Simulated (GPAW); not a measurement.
# Settings that the conductance of a Fe chain with a Cl atom on top of one atom needs, part 2 of 3

Wanted: a convergence study of zero-bias transport through a Fe chain with a Cl atom on top of one atom, with run times.

GPAW 26.7.0; GPAW LCAO, PAW setups; Landauer transmission from Green's functions with principal layers (ASE), zero bias.

So far, conductance (G₀): step 2 (base settings) 1.96; step 3 (varying the width of the vacuum box) 1.93; step 4 (varying the width of the vacuum box, box 6 Å) 1.59; step 5 (width of the vacuum box, box 7.5 × 7.5 Å) 1.95; step 7 (width of the vacuum box, box 13 × 13 Å) 1.96.

## (9) Varying the periods in a principal layer

A principal layer must be long enough that orbitals couple only to the neighbouring layers.

This step: GPAW LCAO, PAW setups; Landauer transmission from Green's functions with principal layers (ASE), zero bias (GPAW 26.7.0).

run.py reads:

```python
import json
import numpy as np
from ase import Atoms
from ase.transport.calculators import TransportCalculator
from gpaw import GPAW, FermiDirac
from gpaw.lcao.tools import get_lcao_hamiltonian
from scipy.linalg import eigh

# The junction with lead layers at both ends, along the third cell vector
device = Atoms(
    ['Fe', 'Fe', 'Fe', 'Fe', 'Fe', 'Fe', 'Cl', 'Fe', 'Fe', 'Fe', 'Fe', 'Fe'],
    positions=[
        [4.50000, 4.50000, 1.13000],
        [4.50000, 4.50000, 3.39000],
        [4.50000, 4.50000, 5.65000],
        [4.50000, 4.50000, 7.91000],
        [4.50000, 4.50000, 10.17000],
        [4.50000, 4.50000, 12.43000],
        [6.38030, 4.50000, 12.43000],
        [4.50000, 4.50000, 14.69000],
        [4.50000, 4.50000, 16.95000],
        [4.50000, 4.50000, 19.21000],
        [4.50000, 4.50000, 21.47000],
        [4.50000, 4.50000, 23.73000]],
    cell=[[9.0, 0.0, 0.0], [0.0, 9.0, 0.0], [0.0, 0.0, 24.86]],
    pbc=True,
    magmoms=[3.0, 3.0, 3.0, 3.0, 3.0, 3.0, 0.0, 3.0, 3.0, 3.0, 3.0, 3.0])

# One principal layer of the lead: the first 1 atoms of the device
lead = Atoms(
    ['Fe'],
    positions=[
        [4.50000, 4.50000, 1.13000]],
    cell=[[9.0, 0.0, 0.0], [0.0, 9.0, 0.0], [0.0, 0.0, 2.26]],
    pbc=True,
    magmoms=[3.0])

settings = dict(mode='lcao', basis='szp(dzp)', xc='LDA', h=0.18,
                occupations=FermiDirac(0.1), maxiter=250,
                mixer=dict(beta=0.05, nmaxold=8, weight=100.0),
                convergence=dict(density=0.0001))
energies = np.arange(-2, 2 + 1e-9, 0.05)
eta = 0.0001
n1, n2 = 1, 1
# k and -k transmit alike, so half of the mesh across the current serves
mesh = [(i, j) for i in range(n1) for j in range(n2) if (i, j) <= (-i % n1, -j % n2)]
weights = np.array([1 if (i, j) == (-i % n1, -j % n2) else 2 for i, j in mesh]) / (n1 * n2)

# [... helper functions left out ...]
fermi_lead = ground_state(lead, (1, 1, 49), 'lead.txt')
fermi_device = ground_state(device, (1, 1, 3), 'device.txt')
# [... loop over the mesh left out, but for ...]
        # Shift the lead onto the potential of the device's first layer
        shift = ((H[:, 0, 0] - H0[:, 0, 0]) / S0[0, 0]).real.mean()
# [...]
kT = 8.617333e-5 * 200
bias = [0.1, 0.2, 0.5, 1.0, 1.5, 2.0]
# [... integrals and printing left out ...]
```

Launch:

```sh
> OMP_NUM_THREADS=1 OPENBLAS_NUM_THREADS=2 python run.py
```

Run time: 87 s. Hardware: 2 threads of Intel Xeon Platinum 8559C (Emerald Rapids), shared host; peak memory 1.4 GiB.

Numbers from this step:

```yaml
conductance: 1.854 G₀
largest_coupling_past_the_next_principal_layer: 0.5159 eV
largest_misfit_of_the_first_principal_layer: 0.02136 eV
shift_that_aligns_the_lead: 0.01451 eV
basis_functions_of_a_principal_layer: 9
transmission_at_the_fermi_level_spin_up: 0.6031
transmission_at_the_fermi_level_spin_down: 3.108
```

Each spin. Transmission, zone mean against energy, zero at the Fermi level:

```tsv
energy (eV)	T, spin up	T, spin down
-2.00	1.89	0.996
-1.90	2.87	0.973
-1.80	2.83	0.940
-1.70	2.80	0.909
-1.55	2.68	0.890
-1.45	2.50	0.901
-1.35	2.24	0.930
-1.25	2.29	0.970
-1.15	2.33	0.998
-1.05	2.24	1.06
-0.90	0.632	2.04
-0.80	0.695	2.28
-0.70	0.685	2.46
-0.60	0.670	2.59
-0.50	0.656	2.69
-0.40	0.646	2.77
-0.25	0.638	2.89
-0.15	0.632	2.97
-0.05	0.619	3.06
0.00	0.603	3.11
0.05	0.574	3.16
0.15	0.416	3.76
0.25	3.2e-5	4.11
0.40	0.924	4.37
0.50	0.975	4.54
0.55	0.979	4.39
0.60	0.978	3.91
0.70	0.970	2.96
0.80	0.954	2.94
0.90	0.933	2.95
1.05	0.898	2.95
1.15	0.875	2.95
1.25	0.855	2.95
1.35	0.840	2.94
1.45	0.830	2.92
1.55	0.826	2.88
1.70	0.832	2.78
1.80	0.843	2.68
1.90	0.861	2.53
2.00	0.884	2.24
```

Not self-consistent under bias; the bias window is split evenly. The current through one cell, from the zero-bias transmission by bias:

```tsv
bias (V)	current through one cell, from the zero-bias transmission (μA)
0.100	14.4
0.200	28.8
0.500	73.6
1.000	156
1.500	232
2.000	299
```

The conductance, 1.85 G₀, lies 5.5 % below that of the base run. Couplings past the next layer reach 0.52 eV, too large to drop without error; the matrix elements of the cell's first layer differ from the bulk lead's by up to 0.021 eV. That layer keeps its own values in the calculation, and only beyond it is the lead taken as perfect.

## (10) Varying the periods in a principal layer

Changes to run.py since step 9:

```diff
@@ -28,10 +28,11 @@
 
-# One principal layer of the lead: the first 1 atoms of the device
+# One principal layer of the lead: the first 2 atoms of the device
 lead = Atoms(
-    ['Fe'],
+    ['Fe', 'Fe'],
     positions=[
-        [4.50000, 4.50000, 1.13000]],
-    cell=[[9.0, 0.0, 0.0], [0.0, 9.0, 0.0], [0.0, 0.0, 2.26]],
+        [4.50000, 4.50000, 1.13000],
+        [4.50000, 4.50000, 3.39000]],
+    cell=[[9.0, 0.0, 0.0], [0.0, 9.0, 0.0], [0.0, 0.0, 4.52]],
     pbc=True,
-    magmoms=[3.0])
+    magmoms=[3.0, 3.0])
 
@@ -49,3 +50,3 @@
 # [... helper functions left out ...]
-fermi_lead = ground_state(lead, (1, 1, 49), 'lead.txt')
+fermi_lead = ground_state(lead, (1, 1, 25), 'lead.txt')
 fermi_device = ground_state(device, (1, 1, 3), 'device.txt')
```

Elapsed: 97 s, on 2 threads; peak memory 1.5 GiB.

This step gave:

| Item | Value |
| --- | --- |
| conductance | 1.958 G₀ |
| largest coupling past the next principal layer | 0.01190 eV |
| largest misfit of the first principal layer | 0.009387 eV |
| shift that aligns the lead | 0.001961 eV |
| basis functions of a principal layer | 18 |
| transmission at the Fermi level, spin up | 0.7050 |
| transmission at the Fermi level, spin down | 3.220 |

Each spin. The transmission, zone mean by energy, zero at the Fermi level:

```tsv
energy (eV)	T, spin up	T, spin down
-2.00	1.92	0.996
-1.90	2.93	0.997
-1.80	2.90	0.998
-1.70	2.84	0.999
-1.55	2.71	0.999
-1.45	2.62	0.999
-1.35	2.49	0.998
-1.25	2.21	0.996
-1.15	2.33	0.996
-1.05	2.29	1.16
-0.90	0.724	2.09
-0.80	0.830	2.31
-0.70	0.852	2.46
-0.60	0.859	2.54
-0.50	0.859	2.68
-0.40	0.854	2.79
-0.25	0.832	2.97
-0.15	0.803	3.08
-0.05	0.750	3.18
0.00	0.705	3.22
0.05	0.639	3.25
0.15	0.376	3.88
0.25	5.0e-5	4.18
0.40	0.791	4.37
0.50	0.948	4.38
0.60	0.986	3.80
0.70	0.997	3.01
0.80	0.999	2.97
0.90	0.999	2.97
1.05	0.998	2.96
1.15	0.997	2.95
1.25	0.996	2.95
1.35	0.996	2.94
1.45	0.995	2.93
1.55	0.995	2.90
1.70	0.995	2.83
1.80	0.994	2.72
1.90	0.994	2.54
2.00	0.995	2.21
```

Crossings of the lead's bands, unfolded to its shortest repeat. The open channels, zone mean by energy, zero at the Fermi level:

```tsv
energy (eV)	channels, spin up	channels, spin down
-2.000	4	1
-1.800	4	1
-1.600	4	1
-1.400	4	1
-1.200	3	1
-1.000	3	2
-0.800	1	4
-0.600	1	4
-0.400	1	4
-0.200	1	4
0.000	1	4
0.200	1	6
0.400	1	6
0.600	1	6
0.800	1	4
1.000	1	3
1.200	1	3
1.400	1	3
1.600	1	3
1.800	1	3
2.000	1	3
```

Not self-consistent under bias; the bias window is split evenly. Current through one cell, from the zero-bias transmission against bias:

```tsv
bias (V)	current through one cell, from the zero-bias transmission (μA)
0.100	15.2
0.200	30.3
0.500	76.8
1.000	160
1.500	238
2.000	307
```

The conductance equals that of the base run to 0.2 %. Couplings past the next layer reach 0.012 eV, too large to drop without error; the matrix elements of the cell's first layer differ from the bulk lead's by up to 0.0094 eV. That layer keeps its own values in the calculation, and only beyond it is the lead taken as perfect.

## (11) Periods in a principal layer

Changes to run.py since step 10:

```diff
@@ -28,11 +28,13 @@
 
-# One principal layer of the lead: the first 2 atoms of the device
+# One principal layer of the lead: the first 4 atoms of the device
 lead = Atoms(
-    ['Fe', 'Fe'],
+    ['Fe', 'Fe', 'Fe', 'Fe'],
     positions=[
         [4.50000, 4.50000, 1.13000],
-        [4.50000, 4.50000, 3.39000]],
-    cell=[[9.0, 0.0, 0.0], [0.0, 9.0, 0.0], [0.0, 0.0, 4.52]],
+        [4.50000, 4.50000, 3.39000],
+        [4.50000, 4.50000, 5.65000],
+        [4.50000, 4.50000, 7.91000]],
+    cell=[[9.0, 0.0, 0.0], [0.0, 9.0, 0.0], [0.0, 0.0, 9.04]],
     pbc=True,
-    magmoms=[3.0, 3.0])
+    magmoms=[3.0, 3.0, 3.0, 3.0])
 
@@ -50,3 +52,3 @@
 # [... helper functions left out ...]
-fermi_lead = ground_state(lead, (1, 1, 25), 'lead.txt')
+fermi_lead = ground_state(lead, (1, 1, 13), 'lead.txt')
 fermi_device = ground_state(device, (1, 1, 3), 'device.txt')
```

It took 93 s on 2 threads; peak memory 1.6 GiB.

The conductance equals that of the base run to 0.2 %. Couplings past the next layer reach 1.9e-15 eV, small enough to drop; the matrix elements of the cell's first layer differ from the bulk lead's by up to 0.037 eV. That layer keeps its own values in the calculation, and only beyond it is the lead taken as perfect.

## (12) Convergence in the periods in a principal layer

This step: convergence of the conductance (GPAW 26.7.0).

Table of conductance by periods in a principal layer:

```tsv
periods in a principal layer	conductance (G₀)
1.00	1.85
2.00	1.96
3.00	1.96
4.00	1.96
```

## (13) Varying the grid spacing

The real-space grid carries density and potential; a coarse one breaks translation symmetry along the lead and scatters electrons that should pass.

This step: GPAW LCAO, PAW setups; Landauer transmission from Green's functions with principal layers (ASE), zero bias (GPAW 26.7.0).

Changes to run.py since step 11:

```diff
@@ -28,5 +28,5 @@
 
-# One principal layer of the lead: the first 4 atoms of the device
+# One principal layer of the lead: the first 3 atoms of the device
 lead = Atoms(
-    ['Fe', 'Fe', 'Fe', 'Fe'],
+    ['Fe', 'Fe', 'Fe'],
     positions=[
@@ -34,9 +34,8 @@
         [4.50000, 4.50000, 3.39000],
-        [4.50000, 4.50000, 5.65000],
-        [4.50000, 4.50000, 7.91000]],
-    cell=[[9.0, 0.0, 0.0], [0.0, 9.0, 0.0], [0.0, 0.0, 9.04]],
+        [4.50000, 4.50000, 5.65000]],
+    cell=[[9.0, 0.0, 0.0], [0.0, 9.0, 0.0], [0.0, 0.0, 6.78]],
     pbc=True,
-    magmoms=[3.0, 3.0, 3.0, 3.0])
+    magmoms=[3.0, 3.0, 3.0])
 
-settings = dict(mode='lcao', basis='szp(dzp)', xc='LDA', h=0.18,
+settings = dict(mode='lcao', basis='szp(dzp)', xc='LDA', h=0.3,
                 occupations=FermiDirac(0.1), maxiter=250,
@@ -52,3 +51,3 @@
 # [... helper functions left out ...]
-fermi_lead = ground_state(lead, (1, 1, 13), 'lead.txt')
+fermi_lead = ground_state(lead, (1, 1, 17), 'lead.txt')
 fermi_device = ground_state(device, (1, 1, 3), 'device.txt')
```

Elapsed: 25 s, on 2 threads; peak memory 0.38 GiB.

This step gave:

```yaml
conductance: 1.963 G₀
largest_coupling_past_the_next_principal_layer: 3.93e-5 eV
largest_misfit_of_the_first_principal_layer: 0.01370 eV
shift_that_aligns_the_lead: 0.004434 eV
basis_functions_of_a_principal_layer: 27
transmission_at_the_fermi_level_spin_up: 0.7140
transmission_at_the_fermi_level_spin_down: 3.220
```

Each spin. Table of transmission, zone mean by energy, zero at the Fermi level:

```tsv
energy (eV)	T, spin up	T, spin down
-2.00	2.05	0.997
-1.90	2.93	0.997
-1.85	2.92	0.997
-1.70	2.83	0.998
-1.60	2.75	0.999
-1.45	2.61	0.999
-1.30	2.34	0.998
-1.15	2.33	0.998
-1.05	2.29	1.18
-0.90	0.680	2.07
-0.75	0.841	2.38
-0.60	0.858	2.57
-0.50	0.859	2.68
-0.35	0.850	2.85
-0.20	0.823	3.02
-0.05	0.756	3.18
0.00	0.714	3.22
0.05	0.651	3.25
0.20	0.179	4.09
0.35	0.537	4.38
0.50	0.941	4.39
0.60	0.984	3.79
0.75	0.998	2.98
0.90	1.000	2.96
1.05	0.999	2.96
1.15	0.998	2.95
1.30	0.997	2.94
1.45	0.996	2.93
1.60	0.995	2.88
1.70	0.995	2.82
1.85	0.995	2.64
2.00	0.995	2.22
```

Crossings of the lead's bands, unfolded to its shortest repeat. Open channels, zone mean against energy, zero at the Fermi level:

```tsv
energy (eV)	channels, spin up	channels, spin down
-2.00	4	1
-1.85	4	1
-1.70	4	1
-1.60	4	1
-1.45	4	1
-1.30	4	1
-1.15	3	1
-1.05	3	2
-0.90	1	4
-0.75	1	4
-0.60	1	4
-0.50	1	4
-0.35	1	4
-0.20	1	4
-0.05	1	4
0.00	1	4
0.05	1	4
0.20	1	6
0.35	1	6
0.50	1	6
0.60	1	6
0.75	1	4
0.90	1	4
1.05	1	3
1.15	1	3
1.30	1	3
1.45	1	3
1.60	1	3
1.70	1	3
1.85	1	3
2.00	1	3
```

Not self-consistent under bias; the bias window is split evenly. The current through one cell, from the zero-bias transmission by bias:

```tsv
bias (V)	current through one cell, from the zero-bias transmission (μA)
0.100	15.2
0.200	30.3
0.500	77.0
1.000	160
1.500	237
2.000	306
```

The conductance equals that of the base run to 0.2 %.

## (14) Grid spacing: h = 0.26

Changes to run.py since step 13:

```diff
@@ -39,3 +39,3 @@
 
-settings = dict(mode='lcao', basis='szp(dzp)', xc='LDA', h=0.3,
+settings = dict(mode='lcao', basis='szp(dzp)', xc='LDA', h=0.26,
                 occupations=FermiDirac(0.1), maxiter=250,
```

It took 39 s on 2 threads; peak memory 0.6 GiB.

Numbers from this step:

| Quantity | Value |
| --- | --- |
| conductance | 1.961 G₀ |
| largest coupling past the next principal layer | 3.94e-5 eV |
| largest misfit of the first principal layer | 0.01446 eV |
| shift that aligns the lead | 0.005180 eV |
| transmission at the Fermi level, spin up | 0.7084 |
| transmission at the Fermi level, spin down | 3.222 |

Each spin. Transmission, zone mean against energy, zero at the Fermi level:

```tsv
energy (eV)	T, spin up	T, spin down
-2.00	1.92	0.997
-1.90	2.93	0.997
-1.85	2.92	0.997
-1.70	2.84	0.998
-1.60	2.76	0.999
-1.45	2.61	0.999
-1.30	2.35	0.998
-1.15	2.33	0.997
-1.05	2.28	1.17
-0.90	0.712	2.10
-0.75	0.841	2.38
-0.60	0.858	2.57
-0.50	0.858	2.68
-0.35	0.849	2.85
-0.20	0.821	3.02
-0.05	0.752	3.18
0.00	0.708	3.22
0.05	0.643	3.25
0.20	0.153	4.09
0.35	0.571	4.39
0.50	0.946	4.40
0.60	0.985	3.79
0.75	0.998	2.98
0.90	0.999	2.96
1.05	0.999	2.96
1.15	0.998	2.94
1.30	0.997	2.94
1.45	0.996	2.93
1.60	0.995	2.88
1.70	0.995	2.82
1.85	0.995	2.65
2.00	0.995	2.21
```

Crossings of the lead's bands, unfolded to its shortest repeat. Table of open channels, zone mean by energy, zero at the Fermi level:

```tsv
energy (eV)	channels, spin up	channels, spin down
-2.00	4	1
-1.90	4	1
-1.80	4	1
-1.70	4	1
-1.55	4	1
-1.45	4	1
-1.35	4	1
-1.25	3	1
-1.15	3	1
-1.05	3	2
-0.90	1	4
-0.80	1	4
-0.70	1	4
-0.60	1	4
-0.50	1	4
-0.40	1	4
-0.25	1	4
-0.15	1	4
-0.05	1	4
0.00	1	4
0.05	1	4
0.15	1	6
0.25	1	6
0.40	1	6
0.50	1	6
0.60	1	6
0.70	1	4
0.80	1	4
0.90	1	4
1.05	1	3
1.15	1	3
1.25	1	3
1.35	1	3
1.45	1	3
1.55	1	3
1.70	1	3
1.80	1	3
1.90	1	3
2.00	1	3
```

Not self-consistent under bias; the bias window is split evenly. Table of current through one cell, from the zero-bias transmission by bias:

```tsv
bias (V)	current through one cell, from the zero-bias transmission (μA)
0.100	15.2
0.200	30.3
0.500	76.9
1.000	160
1.500	238
2.000	307
```

The conductance equals that of the base run to 0.2 %.

## (15) Grid spacing: h = 0.22

Changes to run.py since step 14:

```diff
@@ -39,3 +39,3 @@
 
-settings = dict(mode='lcao', basis='szp(dzp)', xc='LDA', h=0.26,
+settings = dict(mode='lcao', basis='szp(dzp)', xc='LDA', h=0.22,
                 occupations=FermiDirac(0.1), maxiter=250,
```

It took 52 s on 2 threads; peak memory 0.8 GiB.

The conductance equals that of the base run to 0.2 %.

## (16) Grid spacing: h = 0.16

Changes to run.py since step 15:

```diff
@@ -39,3 +39,3 @@
 
-settings = dict(mode='lcao', basis='szp(dzp)', xc='LDA', h=0.22,
+settings = dict(mode='lcao', basis='szp(dzp)', xc='LDA', h=0.16,
                 occupations=FermiDirac(0.1), maxiter=250,
```

Run time: 2.2 min. Hardware: 2 threads; peak memory 1.9 GiB.

Each spin. Transmission, zone mean against energy, zero at the Fermi level:

```tsv
energy (eV)	T, spin up	T, spin down
-2.00	1.92	0.997
-1.90	2.93	0.997
-1.85	2.92	0.997
-1.70	2.84	0.998
-1.60	2.76	0.999
-1.45	2.61	0.999
-1.30	2.35	0.998
-1.15	2.33	0.997
-1.05	2.28	1.17
-0.90	0.721	2.10
-0.75	0.843	2.38
-0.60	0.859	2.57
-0.50	0.860	2.68
-0.35	0.850	2.85
-0.20	0.822	3.02
-0.05	0.753	3.18
0.00	0.709	3.22
0.05	0.643	3.25
0.20	0.151	4.08
0.35	0.573	4.38
0.50	0.946	4.40
0.60	0.985	3.79
0.75	0.998	2.98
0.90	1.000	2.96
1.05	0.999	2.96
1.15	0.998	2.95
1.30	0.997	2.95
1.45	0.996	2.93
1.60	0.995	2.88
1.70	0.995	2.82
1.85	0.995	2.65
2.00	0.995	2.21
```

The conductance equals that of the base run to 0.2 %.

## (17) Grid spacing: h = 0.14

Changes to run.py since step 16:

```diff
@@ -39,3 +39,3 @@
 
-settings = dict(mode='lcao', basis='szp(dzp)', xc='LDA', h=0.16,
+settings = dict(mode='lcao', basis='szp(dzp)', xc='LDA', h=0.14,
                 occupations=FermiDirac(0.1), maxiter=250,
```

It took 3.1 min on 2 threads; peak memory 2.7 GiB.

Each spin. Transmission, zone mean against energy, zero at the Fermi level:

```tsv
energy (eV)	T, spin up	T, spin down
-2.00	1.92	0.997
-1.90	2.93	0.997
-1.80	2.88	0.998
-1.70	2.84	0.998
-1.55	2.71	0.999
-1.45	2.61	0.999
-1.35	2.47	0.999
-1.25	2.20	0.997
-1.15	2.33	0.997
-1.05	2.27	1.17
-0.90	0.721	2.10
-0.80	0.829	2.31
-0.70	0.851	2.45
-0.60	0.859	2.57
-0.50	0.860	2.68
-0.40	0.855	2.79
-0.25	0.834	2.96
-0.15	0.806	3.08
-0.05	0.753	3.18
0.00	0.709	3.22
0.05	0.643	3.25
0.15	0.380	3.86
0.25	4.9e-5	4.17
0.40	0.789	4.37
0.50	0.945	4.40
0.60	0.985	3.79
0.70	0.996	3.00
0.80	0.999	2.97
0.90	1.000	2.96
1.05	0.999	2.96
1.15	0.998	2.90
1.25	0.997	2.95
1.35	0.996	2.94
1.45	0.996	2.93
1.55	0.995	2.90
1.70	0.995	2.82
1.80	0.995	2.72
1.90	0.995	2.55
2.00	0.995	2.21
```

The conductance equals that of the base run to 0.2 %.

## (18) Convergence in the grid spacing

This step: convergence of the conductance (GPAW 26.7.0).

The conductance stays at 1.96 G₀ for grid spacing from 0.14 to 0.3 Å.

(Continued in part 3 of 3.)

[Logs are printed without paths, hosts, clocks, repeated set-up lines and the standing remarks that a program may print on its own settings, such as how far it seeks lower states.]

[Hosts, paths, dates, database ids (printed as entryN), source tags and the programs' standing remarks are cut or masked in the printed files.]
